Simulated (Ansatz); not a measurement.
## Screened interactions in ThBr4 (I4_1/amd)

Aim: U, U′ and J for the Th f shell of ThBr4 (I4_1/amd).

Program: Ansatz 0.2.0. Level of theory: non-magnetic LDA, then constrained RPA, plane waves, PAW. Results are calculated unless marked as measured.

This is a report of a sequence of runs, with most program output left out.

## Step 1: The starting structure

Symmetry: I4_1/amd, No. 141, tetragonal system. Conventional cell: a = 8.931 Å, b = 8.931 Å, c = 7.963 Å, α = 90.00°, β = 90.00°, γ = 90.00°. Nearest to Th lie 8 Br at 2.85 to 3.12 Å. Br has 2 Th at 2.85 to 3.12 Å nearest. Farther neighbours and most contacts between anions are not listed.

As a file:

```cif
data_structure
_symmetry_space_group_name_H-M 'P 1'
_symmetry_Int_Tables_number 1
_cell_length_a 7.4655
_cell_length_b 7.4655
_cell_length_c 7.4655
_cell_angle_alpha 106.525
_cell_angle_beta 106.525
_cell_angle_gamma 115.540
_cell_volume 317.58
loop_
_atom_site_label
_atom_site_type_symbol
_atom_site_fract_x
_atom_site_fract_y
_atom_site_fract_z
_atom_site_occupancy
Th1 Th 0.00000 0.00000 0.00000 1
Th2 Th 0.75000 0.25000 0.50000 1
Br3 Br 0.23200 0.92100 0.31100 1
Br4 Br 0.67100 0.86000 0.18900 1
Br5 Br 0.61000 0.92100 0.68900 1
Br6 Br 0.67100 0.48200 0.81100 1
Br7 Br 0.51800 0.32900 0.18900 1
Br8 Br 0.07900 0.76800 0.68900 1
Br9 Br 0.14000 0.32900 0.81100 1
Br10 Br 0.07900 0.39000 0.31100 1
```

The cell and positions come from the Crystallography Open Database and are kept as given unless a step says otherwise. The program's search for lower electronic states was switched off, so nothing shows that the state found is the lowest. Spin-orbit coupling is left out unless a step names it. The default PAW set here is soft_2. Its files were made with PBE.

## Step 2: LDA bands and orbital weights

This step: DFT, LDA, plane waves, PAW.

Input file input.yaml:

```yaml
crystal:
  lattice:
    - [-4.4655, 4.4655, 3.9815]
    - [4.4655, -4.4655, 3.9815]
    - [4.4655, 4.4655, -3.9815]
  atoms:
    - { symbol: Th, position: [0.0, 0.0, 0.0] }
    - { symbol: Th, position: [0.75, 0.25, 0.5] }
    - { symbol: Br, position: [0.232, 0.921, 0.311] }
    - { symbol: Br, position: [0.671, 0.86, 0.189] }
    - { symbol: Br, position: [0.61, 0.921, 0.689] }
    - { symbol: Br, position: [0.671, 0.482, 0.811] }
    - { symbol: Br, position: [0.518, 0.329, 0.189] }
    - { symbol: Br, position: [0.079, 0.768, 0.689] }
    - { symbol: Br, position: [0.14, 0.329, 0.811] }
    - { symbol: Br, position: [0.079, 0.39, 0.311] }
kpoints:
  mp_grid: { grid: [4, 4, 4] }
  band_path:
    path:
      - [[0.0, 0.0, 0.0], [0.0, 0.0, 0.5], [-0.5, 0.5, 0.5], [0.0, 0.0, 0.0], [0.44874365, 0.44874365, -0.44874365]]
      - [[-0.44874365, 0.55125635, 0.44874365], [-0.5, 0.5, 0.5]]
      - [[0.0, 0.0, 0.5], [0.25, 0.25, 0.25], [0.0, 0.5, 0.0], [0.0, 0.0, 0.0]]
    npoints: 10
hamiltonian:
  xc: lda
scf:
  occupations: { method: gaussian, width: 0.08 }
  n_extra_bands: 28
  max_iter: 150
  lower_state_search: "off"
output:
  eigenvalues: true
  fatbands: true
  write_density: true
  write_potential: true
  elf: true
  volumetric_format: npy
```

On the command line:

```bash
> ansatz run input.yaml --threads 8 --pin off --max-ram 18432MiB --backend cpu --events-out ev --progress --plain --runs-dir out
```

Elapsed: 12 s, on 8 threads of Arm Neoverse V2, shared host; peak memory 1.6 GiB; 95 s of CPU time.

Numbers from this step:

```yaml
filled_bands: 40
gap: 2.862 eV
valence_top_at: Γ
conduction_bottom_at: Γ
least_direct_gap: 2.862 eV
```

The gap is direct, at Γ.

Electronic bands along the path, in eV, zero at the Fermi level:

| point | band 37 | band 38 | band 39 | band 40 | band 41 | band 42 | band 43 | band 44 |
| --- | --- | --- | --- | --- | --- | --- | --- | --- |
| Γ | -1.88 | -1.88 | -1.76 | -1.43 | 1.43 | 1.53 | 1.54 | 1.73 |
| halfway | -2.31 | -2.01 | -1.96 | -1.56 | 1.45 | 1.56 | 1.57 | 1.64 |
| X | -2.32 | -2.32 | -1.84 | -1.84 | 1.54 | 1.54 | 1.62 | 1.62 |
| halfway | -2.30 | -2.30 | -1.95 | -1.95 | 1.55 | 1.55 | 1.62 | 1.62 |
| M | -2.39 | -2.39 | -1.80 | -1.80 | 1.54 | 1.54 | 1.57 | 1.57 |
| halfway | -2.34 | -2.13 | -1.87 | -1.70 | 1.49 | 1.56 | 1.58 | 1.64 |
| Γ | -1.88 | -1.88 | -1.76 | -1.43 | 1.43 | 1.53 | 1.54 | 1.73 |
| halfway | -2.15 | -2.03 | -2.03 | -1.92 | 1.50 | 1.53 | 1.59 | 1.61 |
| Z | -2.54 | -2.23 | -1.82 | -1.82 | 1.54 | 1.54 | 1.55 | 1.59 |
| jump to Z0 | -2.54 | -2.23 | -1.82 | -1.82 | 1.54 | 1.54 | 1.55 | 1.59 |
| halfway | -2.47 | -2.31 | -1.81 | -1.81 | 1.54 | 1.54 | 1.56 | 1.58 |
| M | -2.39 | -2.39 | -1.80 | -1.80 | 1.54 | 1.54 | 1.57 | 1.57 |
| jump to X | -2.32 | -2.32 | -1.84 | -1.84 | 1.54 | 1.54 | 1.62 | 1.62 |
| halfway | -2.25 | -2.25 | -1.86 | -1.86 | 1.56 | 1.56 | 1.61 | 1.61 |
| P | -2.08 | -2.08 | -1.92 | -1.92 | 1.57 | 1.57 | 1.60 | 1.60 |
| halfway | -2.08 | -2.06 | -2.01 | -1.89 | 1.53 | 1.55 | 1.60 | 1.60 |
| N | -2.10 | -2.08 | -2.07 | -1.88 | 1.52 | 1.53 | 1.56 | 1.60 |
| halfway | -2.09 | -1.95 | -1.84 | -1.75 | 1.48 | 1.54 | 1.55 | 1.64 |
| Γ | -1.88 | -1.88 | -1.76 | -1.43 | 1.43 | 1.53 | 1.54 | 1.73 |

Of the projections kept (Th 6d, Th 5f, Br 4p), the largest for each band there; the rest of the weight can lie on other orbitals:

| point | band 37 | band 38 | band 39 | band 40 | band 41 | band 42 | band 43 | band 44 |
| --- | --- | --- | --- | --- | --- | --- | --- | --- |
| Γ | Br 4p 0.87 | Br 4p 0.87 | Br 4p 0.99 | Br 4p 0.98 | Th 5f 0.69 | Th 5f 0.98 | Th 5f 0.96 | Th 5f 0.90 |
| X | Br 4p 0.94 | Br 4p 0.94 | Br 4p 0.94 | Br 4p 0.94 | Th 5f 0.67 | Th 5f 0.67 | Th 5f 0.93 | Th 5f 0.93 |
| M | Br 4p 0.90 | Br 4p 0.90 | Br 4p 0.93 | Br 4p 0.93 | Th 5f 0.95 | Th 5f 0.95 | Th 5f 0.92 | Th 5f 0.92 |
| Γ | Br 4p 0.87 | Br 4p 0.87 | Br 4p 0.99 | Br 4p 0.98 | Th 5f 0.69 | Th 5f 0.98 | Th 5f 0.96 | Th 5f 0.90 |
| Z | Br 4p 0.93 | Br 4p 0.89 | Br 4p 0.92 | Br 4p 0.92 | Th 5f 0.94 | Th 5f 0.94 | Th 5f 0.93 | Th 5f 0.91 |
| Z0 | Br 4p 0.93 | Br 4p 0.89 | Br 4p 0.92 | Br 4p 0.92 | Th 5f 0.94 | Th 5f 0.94 | Th 5f 0.93 | Th 5f 0.91 |

Valence density in the ac plane of the conventional cell at fractional y = 0.000, with atoms of Th and Br within 0.2 Å of it. It is the smooth field of the valence electrons, not physical close to the nuclei.

Ten even steps from '0' (0.0 e/Å³) to '9' (1.5 e/Å³), each cell a mean:
```
5973123453210013454211597
9951001111111111111101379
5421000001245531100001135
1111111001599973101111111
0123543213895795112454210
0136776423874596225777520
0156337523798994237525630
0146337521368852137525620
0136776310123210125777510
0013443100000000012444200
0001110000000000000111000
0000000000000000000000000
0000000000000000000000000
0000000000000000000000000
0000000000000000000000000
0000000000000000000000000
0000000110000000111000000
0000013443100002443200000
3210136776310015777420012
8631257337410026525631257
8963257336410136525732499
4883246776310025767532695
```
Columns run along a (8.9 Å), rows up along c (8.0 Å), edges of the conventional cell, whose origin can differ from the input's. Atoms in or near the plane, at fractional coordinates: Th at (0.00, 0.00), Th at (0.50, 0.75), Br at (0.19, 0.67), Br at (0.81, 0.67), Br at (0.69, 0.08), Br at (0.31, 0.08).

ELF in the ac plane of the conventional cell at fractional y = 0.000, with atoms of Th and Br within 0.2 Å of it. It is the smooth field of the valence electrons, not physical close to the nuclei.

Values, 12 rows by 16 columns, each cell a mean:
```
0.44 0.70 0.25 0.42 0.69 0.75 0.58 0.23 0.16 0.46 0.74 0.72 0.53 0.22 0.60 0.57
0.57 0.40 0.28 0.27 0.20 0.18 0.38 0.68 0.71 0.50 0.19 0.20 0.25 0.29 0.32 0.54
0.16 0.58 0.80 0.78 0.67 0.29 0.64 0.42 0.27 0.70 0.31 0.55 0.76 0.80 0.70 0.26
0.26 0.78 0.39 0.20 0.76 0.50 0.61 0.54 0.43 0.68 0.42 0.78 0.35 0.22 0.78 0.44
0.21 0.78 0.63 0.46 0.78 0.46 0.19 0.48 0.54 0.27 0.29 0.78 0.57 0.50 0.82 0.39
0.06 0.42 0.76 0.79 0.59 0.18 0.05 0.08 0.08 0.05 0.10 0.48 0.76 0.79 0.56 0.13
0.03 0.04 0.12 0.20 0.10 0.02 0.05 0.08 0.09 0.06 0.03 0.06 0.18 0.16 0.05 0.03
0.07 0.05 0.02 0.01 0.01 0.01 0.03 0.05 0.06 0.04 0.02 0.01 0.01 0.01 0.04 0.06
0.09 0.06 0.03 0.13 0.33 0.31 0.11 0.03 0.03 0.08 0.26 0.35 0.19 0.04 0.05 0.09
0.11 0.06 0.15 0.59 0.81 0.85 0.70 0.20 0.10 0.57 0.84 0.84 0.70 0.26 0.05 0.10
0.67 0.41 0.33 0.79 0.40 0.31 0.80 0.42 0.23 0.79 0.47 0.27 0.77 0.49 0.30 0.63
0.27 0.70 0.42 0.77 0.50 0.39 0.79 0.42 0.25 0.78 0.53 0.36 0.78 0.48 0.65 0.41
```
Columns run along a (8.9 Å), rows up along c (8.0 Å), edges of the conventional cell, whose origin can differ from the input's. Atoms in or near the plane, at fractional coordinates: Th at (0.00, 0.00), Th at (0.50, 0.75), Br at (0.19, 0.67), Br at (0.81, 0.67), Br at (0.69, 0.08), Br at (0.31, 0.08).

## Step 3: Constrained RPA: Th f, bands c1 to c14, 2×2×2 mesh, medium accuracy

Constrained RPA screens the interaction with every transition except those inside the target bands, which a later many-body model would treat itself.

This step: constrained RPA on LDA, plane waves, PAW.

input.yaml, the sections that differ from step 2:

```yaml
kpoints:
  mp_grid: { grid: [4, 4, 4] }
output:
  crpa:
    kmesh: [2, 2, 2]
    target_bands: [c1, c14]
    projections: [{ species: Th, l: f, shell: 5 }]
  local_orbitals:
    kmesh: [4, 4, 4]
    orbitals: [{ species: Th, l: f, shell: 5 }]
    window: { bands: [c1, c14] }
    seedname: lo
# crystal, hamiltonian, scf: as in step 2
```

Elapsed: 3.5 min, on 8 threads; peak memory 3.1 GiB; 26 min of CPU time.

This step gave:

* U: 3.648 eV
* U prime (inter-orbital): 3.065 eV
* J: 0.2784 eV
* bare V: 13.79 eV
* bare J: 0.3966 eV
* stated bound on U: 0.005239 eV
* U over bare V: 0.2646
* electrons in the window: 0
* head of the constrained inverse dielectric matrix: 0.2175
* least eigenvalue of the projection's overlap: 0.4816
* target functions: 14
* bands in the sums: 108
* r.m.s. miss of the model bands: 0.002360 eV
* width of the target bands: 0.7025 eV
* weight of the projected orbitals in the window: 0.8731

On the Th f shell, screening brings the on-site interaction from 13.8 eV down to U = 3.65 eV.

Kanamori averages over each shell's functions. Crpa shells, by row:

| site | element | shell | orbitals | U (eV) | U' (eV) | J (eV) | bare V (eV) | bare V' (eV) | bare J (eV) | bound on U (eV) |
| --- | --- | --- | --- | --- | --- | --- | --- | --- | --- | --- |
| 1 | Th | 5F | 7 | 3.648 | 3.065 | 0.2784 | 13.79 | 12.93 | 0.3966 | 0.005239 |
| 2 | Th | 5F | 7 | 3.648 | 3.065 | 0.2784 | 13.79 | 12.93 | 0.3966 | 0.005239 |

Density-density elements U_iijj, eV. U matrix, by row:

| orbital | Th1 fz3 | Th1 fxz2 | Th1 fyz2 | Th1 fz(x2-y2) | Th1 fxyz | Th1 fx(x2-3y2) | Th1 fy(3x2-y2) | Th2 fz3 | Th2 fxz2 | Th2 fyz2 | Th2 fz(x2-y2) | Th2 fxyz | Th2 fx(x2-3y2) | Th2 fy(3x2-y2) |
| --- | --- | --- | --- | --- | --- | --- | --- | --- | --- | --- | --- | --- | --- | --- |
| Th1 fz3 | 3.983 | 3.217 | 3.217 | 3.224 | 3.383 | 3.012 | 3.012 | 0.766 | 0.771 | 0.771 | 0.769 | 0.762 | 0.767 | 0.757 |
| Th1 fxz2 | 3.217 | 3.43 | 2.713 | 2.975 | 3.119 | 2.805 | 2.787 | 0.771 | 0.774 | 0.778 | 0.774 | 0.772 | 0.779 | 0.767 |
| Th1 fyz2 | 3.217 | 2.713 | 3.43 | 2.975 | 3.119 | 2.787 | 2.805 | 0.771 | 0.778 | 0.768 | 0.77 | 0.764 | 0.764 | 0.755 |
| Th1 fz(x2-y2) | 3.224 | 2.975 | 2.975 | 3.47 | 3.274 | 3.077 | 3.077 | 0.769 | 0.774 | 0.77 | 0.77 | 0.764 | 0.767 | 0.757 |
| Th1 fxyz | 3.383 | 3.119 | 3.119 | 3.274 | 3.895 | 3.229 | 3.229 | 0.762 | 0.772 | 0.764 | 0.764 | 0.759 | 0.764 | 0.752 |
| Th1 fx(x2-3y2) | 3.012 | 2.805 | 2.787 | 3.077 | 3.229 | 3.663 | 3.34 | 0.767 | 0.779 | 0.764 | 0.767 | 0.764 | 0.769 | 0.757 |
| Th1 fy(3x2-y2) | 3.012 | 2.787 | 2.805 | 3.077 | 3.229 | 3.34 | 3.663 | 0.757 | 0.767 | 0.755 | 0.757 | 0.752 | 0.757 | 0.744 |
| Th2 fz3 | 0.766 | 0.771 | 0.771 | 0.769 | 0.762 | 0.767 | 0.757 | 3.983 | 3.217 | 3.217 | 3.224 | 3.383 | 3.012 | 3.012 |
| Th2 fxz2 | 0.771 | 0.774 | 0.778 | 0.774 | 0.772 | 0.779 | 0.767 | 3.217 | 3.43 | 2.713 | 2.975 | 3.119 | 2.805 | 2.787 |
| Th2 fyz2 | 0.771 | 0.778 | 0.768 | 0.77 | 0.764 | 0.764 | 0.755 | 3.217 | 2.713 | 3.43 | 2.975 | 3.119 | 2.787 | 2.805 |
| Th2 fz(x2-y2) | 0.769 | 0.774 | 0.77 | 0.77 | 0.764 | 0.767 | 0.757 | 3.224 | 2.975 | 2.975 | 3.47 | 3.274 | 3.077 | 3.077 |
| Th2 fxyz | 0.762 | 0.772 | 0.764 | 0.764 | 0.759 | 0.764 | 0.752 | 3.383 | 3.119 | 3.119 | 3.274 | 3.895 | 3.229 | 3.229 |
| Th2 fx(x2-3y2) | 0.767 | 0.779 | 0.764 | 0.767 | 0.764 | 0.769 | 0.757 | 3.012 | 2.805 | 2.787 | 3.077 | 3.229 | 3.663 | 3.34 |
| Th2 fy(3x2-y2) | 0.757 | 0.767 | 0.755 | 0.757 | 0.752 | 0.757 | 0.744 | 3.012 | 2.787 | 2.805 | 3.077 | 3.229 | 3.34 | 3.663 |

Exchange elements U_ijji, eV. J matrix, by row:

| orbital | Th1 fz3 | Th1 fxz2 | Th1 fyz2 | Th1 fz(x2-y2) | Th1 fxyz | Th1 fx(x2-3y2) | Th1 fy(3x2-y2) | Th2 fz3 | Th2 fxz2 | Th2 fyz2 | Th2 fz(x2-y2) | Th2 fxyz | Th2 fx(x2-3y2) | Th2 fy(3x2-y2) |
| --- | --- | --- | --- | --- | --- | --- | --- | --- | --- | --- | --- | --- | --- | --- |
| Th1 fz3 | - | 0.206 | 0.206 | 0.45 | 0.451 | 0.23 | 0.23 | 0.001 | 0.002 | 0.005 | 0.003 | 0.001 | 0.002 | 0.002 |
| Th1 fxz2 | 0.206 | - | 0.245 | 0.312 | 0.271 | 0.259 | 0.236 | 0.002 | 0.005 | 0.005 | 0.003 | 0.005 | 0.007 | 0.006 |
| Th1 fyz2 | 0.206 | 0.245 | - | 0.312 | 0.271 | 0.236 | 0.259 | 0.005 | 0.005 | 0.008 | 0.006 | 0.003 | 0.003 | 0.004 |
| Th1 fz(x2-y2) | 0.45 | 0.312 | 0.312 | - | 0.2 | 0.339 | 0.339 | 0.003 | 0.003 | 0.006 | 0.005 | 0.002 | 0.002 | 0.003 |
| Th1 fxyz | 0.451 | 0.271 | 0.271 | 0.2 | - | 0.316 | 0.316 | 0.001 | 0.005 | 0.003 | 0.002 | 0.002 | 0.004 | 0.002 |
| Th1 fx(x2-3y2) | 0.23 | 0.259 | 0.236 | 0.339 | 0.316 | - | 0.162 | 0.002 | 0.007 | 0.003 | 0.002 | 0.004 | 0.007 | 0.004 |
| Th1 fy(3x2-y2) | 0.23 | 0.236 | 0.259 | 0.339 | 0.316 | 0.162 | - | 0.002 | 0.006 | 0.004 | 0.003 | 0.002 | 0.004 | 0.001 |
| Th2 fz3 | 0.001 | 0.002 | 0.005 | 0.003 | 0.001 | 0.002 | 0.002 | - | 0.206 | 0.206 | 0.45 | 0.451 | 0.23 | 0.23 |
| Th2 fxz2 | 0.002 | 0.005 | 0.005 | 0.003 | 0.005 | 0.007 | 0.006 | 0.206 | - | 0.245 | 0.312 | 0.271 | 0.259 | 0.236 |
| Th2 fyz2 | 0.005 | 0.005 | 0.008 | 0.006 | 0.003 | 0.003 | 0.004 | 0.206 | 0.245 | - | 0.312 | 0.271 | 0.236 | 0.259 |
| Th2 fz(x2-y2) | 0.003 | 0.003 | 0.006 | 0.005 | 0.002 | 0.002 | 0.003 | 0.45 | 0.312 | 0.312 | - | 0.2 | 0.339 | 0.339 |
| Th2 fxyz | 0.001 | 0.005 | 0.003 | 0.002 | 0.002 | 0.004 | 0.002 | 0.451 | 0.271 | 0.271 | 0.2 | - | 0.316 | 0.316 |
| Th2 fx(x2-3y2) | 0.002 | 0.007 | 0.003 | 0.002 | 0.004 | 0.007 | 0.004 | 0.23 | 0.259 | 0.236 | 0.339 | 0.316 | - | 0.162 |
| Th2 fy(3x2-y2) | 0.002 | 0.006 | 0.004 | 0.003 | 0.002 | 0.004 | 0.001 | 0.23 | 0.236 | 0.259 | 0.339 | 0.316 | 0.162 | - |

Projected local orbitals of the target window. Electronic bands along the path, in eV, zero at the Fermi level; # counts the bands kept:

| point | #1 | #2 | #3 | #4 |
| --- | --- | --- | --- | --- |
| Γ | 1.43 | 1.53 | 1.54 | 1.73 |
| halfway | 1.45 | 1.56 | 1.57 | 1.64 |
| X | 1.54 | 1.54 | 1.62 | 1.62 |
| halfway | 1.55 | 1.55 | 1.62 | 1.62 |
| M | 1.54 | 1.54 | 1.57 | 1.57 |
| halfway | 1.49 | 1.56 | 1.58 | 1.64 |
| Γ | 1.43 | 1.53 | 1.54 | 1.73 |
| halfway | 1.50 | 1.53 | 1.59 | 1.61 |
| Z | 1.54 | 1.54 | 1.55 | 1.59 |
| jump to Z0 | 1.54 | 1.54 | 1.55 | 1.59 |
| halfway | 1.54 | 1.54 | 1.56 | 1.58 |
| M | 1.54 | 1.54 | 1.57 | 1.57 |
| jump to X | 1.54 | 1.54 | 1.62 | 1.62 |
| halfway | 1.56 | 1.56 | 1.62 | 1.62 |
| P | 1.57 | 1.57 | 1.60 | 1.60 |
| halfway | 1.53 | 1.55 | 1.60 | 1.60 |
| N | 1.52 | 1.53 | 1.56 | 1.60 |
| halfway | 1.48 | 1.54 | 1.55 | 1.64 |
| Γ | 1.43 | 1.53 | 1.54 | 1.73 |

The same for Kohn-Sham, solved directly:

| point | #1 | #2 | #3 | #4 |
| --- | --- | --- | --- | --- |
| Γ | 1.43 | 1.53 | 1.54 | 1.73 |
| X | 1.54 | 1.54 | 1.62 | 1.62 |
| M | 1.54 | 1.54 | 1.57 | 1.57 |
| Γ | 1.43 | 1.53 | 1.54 | 1.73 |
| Z | 1.54 | 1.54 | 1.55 | 1.59 |
| Z0 | 1.54 | 1.54 | 1.55 | 1.59 |
| M | 1.54 | 1.54 | 1.57 | 1.57 |
| X | 1.54 | 1.54 | 1.62 | 1.62 |
| P | 1.57 | 1.57 | 1.60 | 1.60 |
| N | 1.52 | 1.53 | 1.56 | 1.60 |
| Γ | 1.43 | 1.53 | 1.54 | 1.73 |

Onsite levels, by row:

| orbital | level less Fermi level (eV) |
| --- | --- |
| Th1 fz3 | 1.718 |
| Th1 fxz2 | 1.755 |
| Th1 fyz2 | 1.755 |
| Th1 fz(x2-y2) | 1.754 |
| Th1 fxyz | 1.73 |
| Th1 fx(x2-3y2) | 1.877 |
| Th1 fy(3x2-y2) | 1.877 |
| Th2 fz3 | 1.718 |
| Th2 fxz2 | 1.755 |
| Th2 fyz2 | 1.755 |
| Th2 fz(x2-y2) | 1.754 |
| Th2 fxyz | 1.73 |
| Th2 fx(x2-3y2) | 1.877 |
| Th2 fy(3x2-y2) | 1.877 |

Largest distinct elements between sites. Hoppings, by row:

| from | to | cell | distance (Å) | t (eV) |
| --- | --- | --- | --- | --- |
| Th1 fyz2 | Th2 fyz2 | -1 0 0 | 4.889 | -0.0578 |
| Th1 fyz2 | Th2 fyz2 | 0 0 0 | 4.889 | 0.0507 |
| Th2 fx(x2-3y2) | Th1 fxz2 | 1 0 1 | 4.889 | -0.0496 |
| Th1 fxyz | Th2 fxyz | 0 0 0 | 4.889 | -0.0492 |
| Th2 fy(3x2-y2) | Th1 fz(x2-y2) | 1 0 1 | 4.889 | 0.0437 |
| Th2 fz3 | Th1 fz3 | 1 0 1 | 4.889 | 0.0425 |
| Th1 fy(3x2-y2) | Th2 fy(3x2-y2) | -1 0 0 | 4.889 | 0.0389 |
| Th2 fy(3x2-y2) | Th1 fyz2 | 1 0 1 | 4.889 | -0.0378 |
| Th1 fz3 | Th2 fy(3x2-y2) | -1 0 -1 | 4.889 | 0.0349 |
| Th1 fz(x2-y2) | Th2 fz3 | -1 0 -1 | 4.889 | 0.0338 |
| Th2 fyz2 | Th1 fz3 | 0 0 0 | 4.889 | 0.0287 |
| Th1 fyz2 | Th1 fxz2 | -1 -1 -1 | 7.466 | 0.0221 |

(Continued in part 2 of 2.)

[Paths, hosts, dates, memory and timing lines, banners, echoed tables and standing remarks are left out of the program output.]

[Logs are printed without paths, hosts, clocks, repeated set-up lines and the standing remarks that a program may print on its own settings, such as how far it seeks lower states.]

[Runs of the session that timed out or met a known fault of the program may be left out.]

[Hosts, paths, dates, database ids (printed as entryN), source tags and the programs' standing remarks are cut or masked in the printed files.]
